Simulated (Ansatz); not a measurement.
# How KBr (Fm-3m) expands on warming

Wanted: α(T), C_P(T) and B(T) of KBr in the quasi-harmonic approximation.

What experiment has found for this phase:
- volume expansion coefficient 116.1 1e-6/K and heat capacity C_P per formula unit 52.3 J/mol/K near room temperature (given in “High-Throughput Prediction of Finite-Temperature Properties using the Quasi-Harmonic Approximation”, 2016, arXiv:1603.06924)
- volume expansion coefficient 117.6 1e-6/K near room temperature (given in “Descriptors for thermal expansion in solids”, 2017, arXiv:1701.03966)

Calculated with Ansatz 0.2.0; DFT PBE, scalar-relativistic, plane waves, PAW, in the first sound run; inputs show where later runs differ.

## (1) Starting point

It takes space group Fm-3m (No. 225, cubic). Conventional cell: a = 6.600 Å, b = 6.600 Å, c = 6.600 Å, α = 90.00°, β = 90.00°, γ = 90.00°. Nearest to K lie 6 Br at 3.30 Å. Nearest to Br lie 6 K at 3.30 Å. Farther neighbours and most contacts between anions are not listed.

## (2) A first coarse run

A cheap single point shows whether the cell is a metal or an insulator and how far it is from rest; that sets the k-mesh and the occupations of what follows.

Input file input.yaml:

```yaml
crystal:
  lattice:
    - [0.0, 3.3, 3.3]
    - [3.3, 0.0, 3.3]
    - [3.3, 3.3, 0.0]
  atoms:
    - { symbol: K, position: [0.0, 0.0, 0.0] }
    - { symbol: Br, position: [0.5, 0.5, 0.5] }
kpoints:
  mp_grid: { grid: [6, 6, 6] }
hamiltonian:
  xc: pbe
scf:
  occupations: { method: gaussian, width: 0.1 }
output:
  forces: true
  stress: true
  eigenvalues: true
```

Started as:

```bash
> ansatz run input.yaml --threads 4 --pin off --max-ram 16384MiB --backend cpu --events-out ev --progress --plain --runs-dir out
```

Numbers of over 12 decimals in the logs are rounded to 6 here.

Output:

```text
Engine: ansatz 0.2.0, aarch64-unknown-linux-gnu
Pseudopotentials: kind: paw
Pseudopotential: K, paw, valence charge 9, recommended cutoff 420 eV (normal), K.paw.azcp
Pseudopotential: Br, paw, valence charge 7, recommended cutoff 420 eV (normal), Br.paw.azcp
Functional definition: PBE
  parameter kappa = 0.804
  parameter beta = 0.066725
  exchange = pbe_x(kappa = kappa, mu = beta*pi^2/3)
  correlation = pbe_c(beta = beta)
Crystal: 2 atoms, lattice volume = 71.874 Å³
Basis set: ecut = 420 eV, 1411 PW (Γ), exchange–correlation on 64×64×64 points (8 copies of the dense FFT grid, shifted against one another)
Bands: 12, of which v1, the nominal top of the filled ones, is band 8 counted from 1 (7 counted from 0)
Symmetry: 48 space group operations
Space group: Fm-3m (ITA 225), of the structure as read, at distance tolerance 4.2e-5 Å
k-points: 16 of 216
Non-local potential: K, projectors of the file, l = 0: 3, l = 1: 2, l = 2: 2
Non-local potential: Br, projectors of the file, l = 0: 2, l = 1: 2, l = 2: 2
PAW form: soft (Blöchl's): semilocal exchange-correlation on the pseudo side does not see the compensation charge
PAW one-centre angular grid: K, 110 points (default); XC on 64 Gauss nodes
PAW one-centre angular grid: Br, 110 points (default); XC on 64 Gauss nodes
Initial density: superposition of atomic densities (neutral atoms: chi_scale 0, normalization atom), corrected by the library's trained network
Initial wavefunctions: pseudopotential atomic-orbital guess
Functional: x = pbe(κ = 0.804, μ = 0.219515), c = pbe(β = 0.066725)
SCF iter   1: F=—  HF=-4324.496682 eV  |F-HF|=—  |Δ(HF+E_count)|=         —  Δρ=1.59e-4  dr2=1.09e-5  ethr=1.77e-3  ⟨swp⟩=6.3  Hψ=1249  notcnv=0
preconditioner: auto → none  [insulator: Δε(μ)=4.426 eV  Ē_g=14.771 eV  σ=0.100 eV  W_gap=1.00  n_scr=14 (ndim 8)  ℏωp=16.4 eV  f_vac=0.056  D(μ)=0.00/eV (n_scr^D=0)  ε∞_Penn≈2.2]
SCF iter   2: F=—  HF=-4324.496533 eV  |F-HF|=—  |Δ(HF+E_count)|=   1.49e-4  Δρ=1.91e-4  dr2=4.53e-5  ethr=6.78e-8  ⟨swp⟩=3.6  Hψ=599  notcnv=0
SCF iter   3: F=—  HF=-4324.496526 eV  |F-HF|=—  |Δ(HF+E_count)|=   6.46e-6  Δρ=7.02e-5  dr2=4.23e-6  ethr=6.78e-8  ⟨swp⟩=2.0  Hψ=304  notcnv=0
SCF iter   4: F=—  HF=-4324.496532 eV  |F-HF|=—  |Δ(HF+E_count)|=   6.29e-6  Δρ=3.24e-5  dr2=1.21e-6  ethr=2.64e-8  ⟨swp⟩=2.0  Hψ=304  notcnv=0
SCF iter   5: F=—  HF=-4324.496532 eV  |F-HF|=—  |Δ(HF+E_count)|=   1.11e-7  Δρ=1.34e-5  dr2=2.09e-7  ethr=7.55e-9  ⟨swp⟩=2.0  Hψ=240  notcnv=0
SCF iter   6: F=-4324.496532 eV  HF=-4324.496532 eV  |F-HF|=2.63e-8  |Δ(HF+E_count)|=   4.94e-8  Δρ=5.11e-6  dr2=3.21e-8  ethr=6.25e-10  ⟨swp⟩=5.6  Hψ=960  notcnv=0
SCF 1 converged in 6 iterations: F = -4324.496532 eV  dr2 = 3.21e-8
  greatest PAW one-centre occupation: 0.987 electrons in one spin orbital (limit 2), on the K atom at site 0 (counted from 0), in its partial waves of l = 0
SCF converged after 6 iterations
Free energy (F): -4324.496532 eV
Harris-Foulkes:  -4324.496532 eV  (|F-HF|=2.63e-8)
Internal energy: -4324.496532 eV  (E = F + TS)
E sigma→0 (E₀):  -4324.496532 eV
Fermi energy:    3.287999 eV
--- Per-component energies (eV) ---
  E_band       = -133.512081
  E_kinetic    = 388.472459
  E_local      = -838.835899  (includes V_loc(G=0)·N_el)
  E_nonlocal   = 82.864379
  E_hartree    = 271.999735
  E_xc         = -400.625545
  E_vxc        = -269.645871  (∫ρ·V_xc dr)
  E_paw        = -3028.385812  (= ΣΔE_a)
  E_vpaw       = -40.364731  (= ΣTr[D̂ρ^β])
  E_aug_tail   = -0.000004  (compensation charges beyond the density's cutoff)
  E_ewald      = -799.985846
  E_smearing   = -0.000000  (= −TS)
  E_closure    = -0.000000  (closes the sum)
  Σ components = -4324.496532   (vs F -4324.496532, Δ=0.00e0)
--- Forces (eV/Å), atoms counted from 1 ---
  atom   1  K     -0.00000000     0.00000000     0.00000000
  atom   2  Br     0.00000000     0.00000000     0.00000000
  max |Σ_I F_I| component: 2.63e-30 eV/Å
--- Stress (GPa, compression-positive) ---
        0.717860      -0.000000       0.000000
       -0.000000       0.717860       0.000000
        0.000000       0.000000       0.717860
  P = ⅓ Tr σ = 0.7179 GPa (7.179 kbar)
--- Band table (eV; the first three rows and the last of 16) ---
  k-point 0: bands = [... 4 lower, -10.1841, 1.0690, 1.0690, 1.0690, 5.5045, 8.6734, 8.6734, 8.6734]
  k-point 1: bands = [... 4 lower, -10.1156, 0.7037, 0.9803, 0.9803, 6.1605, 8.5336, 8.9962, 8.9962]
  k-point 2: bands = [... 4 lower, -9.9925, 0.1311, 0.8140, 0.8140, 7.2681, 8.7874, 9.8577, 9.8577]
  k-point 15: bands = [... 4 lower, -10.1192, 0.3623, 0.5929, 0.6212, 7.6651, 8.9937, 9.3619, 10.2985]
```

It took 0.44 s on 4 threads of Arm Neoverse V1, shared host; peak memory 0.29 GiB; 1.3 s of CPU time.

This step gave:

| Quantity | Value |
| --- | --- |
| pressure | 0.7179 GPa |
| gap on the k-mesh | 4.436 eV |
| volume per atom | 35.94 Å³ |

The start is under 0.72 GPa at this level and looks like an insulator or semiconductor on this mesh.

## (3) Finding the static equilibrium

Phonons are second derivatives about a minimum, so cell and atoms are relaxed first, inside the symmetry of the start.

input.yaml, the sections that differ from step 2:

```yaml
scf:
  occupations: { method: gaussian, width: 0.02 }
relax:
  adjacent_minimum: "off"
  f_tol: 0.005
  max_steps: 80
  cell: { stress_tol: 0.05 }
# crystal, kpoints, hamiltonian, output: as in step 2
```

Output:

```text
[...]
Crystal: 2 atoms, lattice volume = 71.874 Å³
Basis set: ecut = 420 eV, 1411 PW (Γ), exchange–correlation on 64×64×64 points (8 copies of the dense FFT grid, shifted against one another)
Bands: 12, of which v1, the nominal top of the filled ones, is band 8 counted from 1 (7 counted from 0)
Symmetry: 48 space group operations
[...]
k-points: 16 of 216
[...]
SCF iter   1: F=—  HF=-4324.496718 eV  |F-HF|=—  |Δ(HF+E_count)|=         —  Δρ=1.61e-4  dr2=9.74e-6  ethr=1.77e-3  ⟨swp⟩=6.8  Hψ=1332  notcnv=0
[...]
SCF iter   6: F=-4324.496532 eV  HF=-4324.496532 eV  |F-HF|=4.27e-8  |Δ(HF+E_count)|=   7.40e-8  Δρ=6.46e-6  dr2=5.18e-8  ethr=6.25e-10  ⟨swp⟩=2.9  Hψ=725  notcnv=0
SCF 1 converged in 6 iterations: F = -4324.496532 eV  dr2 = 5.18e-8
[...]
relax step   1: F+E_penalty+E_count = -4324.49653220 eV  Δ(F+E_penalty+E_count) = +0.000e0 eV  max|allowed force component| = 9.286e-30 eV/Å  Δτ_max = 0.0000 Å  P = +0.718 GPa  Ω = 71.874 Å³  (6 SCF iters, dr2 threshold 1.00e-7 eV, accepted)
Crystal: 2 atoms, lattice volume = 73.461 Å³
Basis set: ecut = 420 eV, 1459 PW (Γ), exchange–correlation on 64×64×64 points (8 copies of the dense FFT grid, shifted against one another)
[...]
iter 1 solved again at ethr=2.01e-6 eV; its pass at ethr=3.10e-3 eV (dr2=3.21e-4 eV) is discarded
[...]
SCF iter   4: F=-4324.501828 eV  HF=-4324.501828 eV  |F-HF|=1.07e-7  |Δ(HF+E_count)|=   3.25e-6  Δρ=1.16e-5  dr2=1.73e-7  ethr=1.25e-9  ⟨swp⟩=4.1  Hψ=1121  notcnv=0
SCF 2 converged in 4 iterations: F = -4324.501828 eV  dr2 = 1.73e-7
relax step   2: F+E_penalty+E_count = -4324.50182802 eV  Δ(F+E_penalty+E_count) = -5.296e-3 eV  max|allowed force component| = 3.780e-30 eV/Å  Δτ_max = 0.0000 Å  P = +0.369 GPa  Ω = 73.461 Å³  energy of the carried Pulay correction = -5.350e-5 eV  (4 SCF iters, dr2 threshold 2.00e-7 eV, accepted)
Crystal: 2 atoms, lattice volume = 75.221 Å³
[...]
SCF iter   5: F=-4324.503921 eV  HF=-4324.503921 eV  |F-HF|=2.44e-8  |Δ(HF+E_count)|=   1.93e-7  Δρ=3.54e-6  dr2=9.44e-9  ethr=1.25e-9  ⟨swp⟩=5.6  Hψ=932  notcnv=0
SCF 3 converged in 5 iterations: F = -4324.503921 eV  dr2 = 9.44e-9
relax step   3: F+E_penalty+E_count = -4324.50392082 eV  Δ(F+E_penalty+E_count) = -2.093e-3 eV  max|allowed force component| = 3.197e-30 eV/Å  Δτ_max = 0.0000 Å  P = +0.030 GPa  Ω = 75.221 Å³  energy of the carried Pulay correction = -1.115e-4 eV  (5 SCF iters, dr2 threshold 2.00e-7 eV, accepted)
[...]
SCF iter   1: F=—  HF=-4324.504016 eV  |F-HF|=—  |Δ(HF+E_count)|=         —  Δρ=2.01e-5  dr2=4.73e-8  ethr=1.28e-6  ⟨swp⟩=3.2  Hψ=1827  notcnv=0
eigensolver tolerance schedule: the retry pair's looser diagonalisation over-reported the residual by 4319.12 of it (diagonalisation noise at an unbounded share of the residual, at the tolerance the schedule requests for it); recorded, not acted on — ethr = c·dr2/N_el stays at c = 1.0e-1
[...]
SCF iter   2: F=—  HF=-4324.504015 eV  |F-HF|=—  |Δ(HF+E_count)|=   1.51e-6  Δρ=1.07e-5  dr2=1.37e-8  ethr=2.96e-10  ⟨swp⟩=3.1  Hψ=415  notcnv=0
[...]
SCF iter   6: F=-4324.504015 eV  HF=-4324.504015 eV  |F-HF|=0.00e0  |Δ(HF+E_count)|=    0.00e0  Δρ=3.26e-8  dr2=8.00e-13  ethr=1.00e-12  ⟨swp⟩=6.0  Hψ=780  notcnv=0
SCF 4 converged in 6 iterations: F = -4324.504015 eV  dr2 = 8.00e-13
relax step   4: F+E_penalty+E_count = -4324.50401514 eV  Δ(F+E_penalty+E_count) = -9.432e-5 eV  max|allowed force component| = 5.440e-30 eV/Å  Δτ_max = 0.0000 Å  P = +0.028 GPa  Ω = 75.221 Å³  stress off target by 2.80e-2 GPa  SCF on the basis re-selected at this cell (its energy is not comparable with the rows above)  (6 SCF iters)
basis re-selected at this cell: Δ(F+E_penalty+E_count) = -9.432e-5 eV, ΔP = -0.002 GPa vs the last step (what re-selecting the basis moved, of the pressure what is left beyond the Pulay correction that the steps carried, after the strain that the cell walked since its last selection, with what the two solves' SCF thresholds leave and, on support functions, any second-order correction that the steps lacked; it is no m [...]
SCF converged after 6 iterations
Free energy (F): -4324.504015 eV
[...]
Internal energy: -4324.504015 eV  (E = F + TS)
E sigma→0 (E₀):  -4324.504015 eV
Fermi energy:    2.928131 eV
[...]
--- Stress (GPa, compression-positive) ---
        0.028044      -0.000000      -0.000000
       -0.000000       0.028044      -0.000000
       -0.000000      -0.000000       0.028044
  P = ⅓ Tr σ = 0.0280 GPa (0.280 kbar)
--- Band table (eV; the first three rows and the last of 16) ---
  k-point 0: bands = [... 4 lower, -10.5795, 0.7700, 0.7700, 0.7700, 5.0862, 8.3602, 8.3602, 8.3602]
  k-point 1: bands = [... 4 lower, -10.5157, 0.4329, 0.6911, 0.6911, 5.7142, 8.2110, 8.6685, 8.6685]
  k-point 2: bands = [... 4 lower, -10.4026, -0.0981, 0.5423, 0.5423, 6.8296, 8.3817, 9.4898, 9.4898]
  k-point 15: bands = [... 4 lower, -10.5183, 0.1060, 0.3322, 0.3501, 7.3641, 8.5082, 8.9419, 9.8230]
--- Relaxed structure (3 steps of the walk, 3 accepted, 1 SCFs on fresh bases) ---
  F+E_penalty+E_count = -4324.50401514 eV   max|allowed force component| = 5.440e-30 eV/Å   (the final SCF, on the basis selected at the relaxed cell)
  cell:  # Å, volume = 75.2209 Å³
    - [0, 3.350448, 3.350448]
    - [3.350448, 0, 3.350448]
    - [3.350448, 3.350448, 0]
  atoms:
    - { symbol: K, position: [0, 0, 0] }
    - { symbol: Br, position: [0.5, 0.5, 0.5] }
```

Run time: 1.6 s. Hardware: 4 threads; peak memory 0.32 GiB.

Step by step:

| step | energy less that of the first step (eV) | largest force component (eV/Å) | pressure (GPa) | volume (Å³) |
| --- | --- | --- | --- | --- |
| 1 | 0.0000 | 0.0000 | 0.72 | 71.87 |
| 2 | -0.0053 | 0.0000 | 0.37 | 73.46 |
| 3 | -0.0074 | 0.0000 | 0.03 | 75.22 |
| 4* | -0.0075 | 0.0000 | 0.03 | 75.22 |

Relaxation steps marked * repeat the geometry before them on a plane-wave basis chosen anew for their cell, so energy and pressure can jump there.

Forces are held to the 48 operations that the run works with; a distortion that breaks them can't arise in this run.

| conventional cell, symmetrised | before | after | change |
| --- | --- | --- | --- |
| a (Å) | 6.600 | 6.701 | +1.5 % |
| b (Å) | 6.600 | 6.701 | +1.5 % |
| c (Å) | 6.600 | 6.701 | +1.5 % |
| volume (Å³/atom) | 35.94 | 37.61 | +4.7 % |

Final coordinates:

```cif
data_structure
_symmetry_space_group_name_H-M 'P 1'
_symmetry_Int_Tables_number 1
_cell_length_a 4.7382
_cell_length_b 4.7382
_cell_length_c 4.7382
_cell_angle_alpha 60.000
_cell_angle_beta 60.000
_cell_angle_gamma 60.000
_cell_volume 75.22
loop_
_atom_site_label
_atom_site_type_symbol
_atom_site_fract_x
_atom_site_fract_y
_atom_site_fract_z
_atom_site_occupancy
K1 K 0.00000 0.00000 0.00000 1
Br2 Br 0.50000 0.50000 0.50000 1
```

Numbers from this step:

| Item | Value |
| --- | --- |
| pressure | 0.02804 GPa |
| gap on the k-mesh | 4.316 eV |
| volume per atom | 37.61 Å³ |

The relaxation ends with a pressure of 0.03 GPa.

## (4) Tight relaxation

The thresholds are tightened for a last relaxation ahead of the phonons, and where mesh or smearing change with them the cell follows.

Input file input.yaml:

```yaml
crystal:
  lattice:
    - [0.0, 3.3504479353, 3.3504479353]
    - [3.3504479353, 0.0, 3.3504479353]
    - [3.3504479353, 3.3504479353, 0.0]
  atoms:
    - { symbol: K, position: [0.0, 0.0, 0.0] }
    - { symbol: Br, position: [0.5, 0.5, 0.5] }
kpoints:
  mp_grid: { grid: [8, 8, 8] }
hamiltonian:
  xc: pbe
scf:
  occupations: { method: fixed }
output:
  forces: true
  stress: true
  eigenvalues: true
relax:
  adjacent_minimum: "off"
  f_tol: 0.001
  max_steps: 60
  cell: { stress_tol: 0.01 }
```

Output:

```text
[...]
Crystal: 2 atoms, lattice volume = 75.221 Å³
Basis set: ecut = 420 eV, 1459 PW (Γ), exchange–correlation on 64×64×64 points (8 copies of the dense FFT grid, shifted against one another)
Bands: 12, of which v1, the nominal top of the filled ones, is band 8 counted from 1 (7 counted from 0)
Symmetry: 48 space group operations
[...]
k-points: 29 of 512
[...]
k-point 28: bands = [... 4 lower, -10.5086, 0.2085, 0.2085, 0.2673, 8.0864, 8.0864, 8.8305, 9.5531]
--- Relaxed structure (3 steps of the walk, 3 accepted, 1 SCFs on fresh bases) ---
[...]
cell:  # Å, volume = 75.3766 Å³
    - [0, 3.352758, 3.352758]
    - [3.352758, 0, 3.352758]
    - [3.352758, 3.352758, 0]
  atoms:
    - { symbol: K, position: [0, 0, 0] }
    - { symbol: Br, position: [0.5, 0.5, 0.5] }
[key lines of the parts left out:]
SCF converged after 5 iterations
Free energy (F): -4324.504034 eV
Fermi energy:    0.756824 eV
P = ⅓ Tr σ = 0.0000 GPa (0.000 kbar)
```

Wall time 2.3 s (4 threads); peak memory 0.34 GiB; 7.8 s of CPU time.

Little changed from the start: no atom moved by 0.005 Å and no cell edge by 0.1 %.

Numbers from this step:

```yaml
pressure: 9.24e-6 GPa
gap_on_the_k_mesh: 4.311 eV
volume_per_atom: 37.69 Å³
```

The residual pressure is 9.2e-6 GPa, small enough for phonons.

(Part 1 of 3 ends here.)

[Logs are printed without paths, hosts, clocks, repeated set-up lines and the standing remarks that a program may print on its own settings, such as how far it seeks lower states.]

[Hosts, paths, dates, database ids (printed as entryN), source tags and the programs' standing remarks are cut or masked in the printed files.]

[A step with changed settings may run another functional than the one named; its input shows which.]
